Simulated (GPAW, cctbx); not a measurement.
# Reading charge transfer from structure factors

Cd3Cu, Pm-3m (no. 221), a = 4.2482 Å, b = 4.2482 Å, c = 4.2482 Å, α = 90.00°, β = 90.00°, γ = 90.00°.

```csv
atom,mult.,x,y,z
Cd1,3,1/2,1/2,0
Cu1,1,0,0,0
```

The start was made by putting kin elements into a known structure type; the compound need not exist, or be stable, in this form.

Absolute values of the static structure factors of the conventional cell from DFT (PBE, GPAW) against free spherical atoms, in electrons:

| hkl | d (Å) | free atoms | crystal |
| --- | --- | --- | --- |
| 010 | 4.248 | 17.40 | 17.33 |
| 011 | 3.004 | 16.27 | 16.27 |
| 111 | 2.453 | 139.21 | 138.78 |
| 020 | 2.124 | 132.43 | 132.08 |
| 021 | 1.900 | 14.15 | 14.25 |
| 121 | 1.734 | 13.67 | 13.78 |
| 022 | 1.502 | 113.20 | 113.28 |
| 122 | 1.416 | 12.62 | 12.70 |
| 030 | 1.416 | 12.62 | 12.70 |
| 031 | 1.343 | 12.36 | 12.43 |

**Question.** Which way does charge move, and which reflections show it best?

Project each element's phase sum on the total phase. At low angle |F| should rise if density moves to atoms that scatter in phase and fall if it moves to atoms that scatter against it.

| hkl | Cd in phase | Cu in phase | change (e) | (%) |
| --- | --- | --- | --- | --- |
| 010 | +1.0 | -1.0 | -0.07 | -0.4 |
| 011 | +1.0 | -1.0 | 0.00 | 0.0 |
| 111 | +3.0 | +1.0 | -0.43 | -0.3 |
| 020 | +3.0 | +1.0 | -0.35 | -0.3 |
| 021 | +1.0 | -1.0 | +0.10 | +0.7 |
| 121 | +1.0 | -1.0 | +0.11 | +0.8 |
| 022 | +3.0 | +1.0 | +0.09 | +0.1 |
| 122 | +1.0 | -1.0 | +0.08 | +0.6 |

Low-angle reflections that set elements apart and change by more than 0.05 e: 010, 021 and 121. The real-space density gives Voronoi charges Cd +0.05, Cu -0.14 e. The signs that these charges predict hold for 010 and fail for 021 and 121, so the simple rule can't give the direction here. The reflections see the density near the nuclei and the atoms' change of size and shape; Voronoi cells count what crosses the midplanes.

[Outputs are excerpts: Python notices, other lines and further rows are left out; steps that failed or that the build refused (PBEsol, TPSS) are not shown.]

[Logs are printed without paths, hosts, clocks, repeated set-up lines and the standing remarks that a program may print on its own settings, such as how far it seeks lower states.]
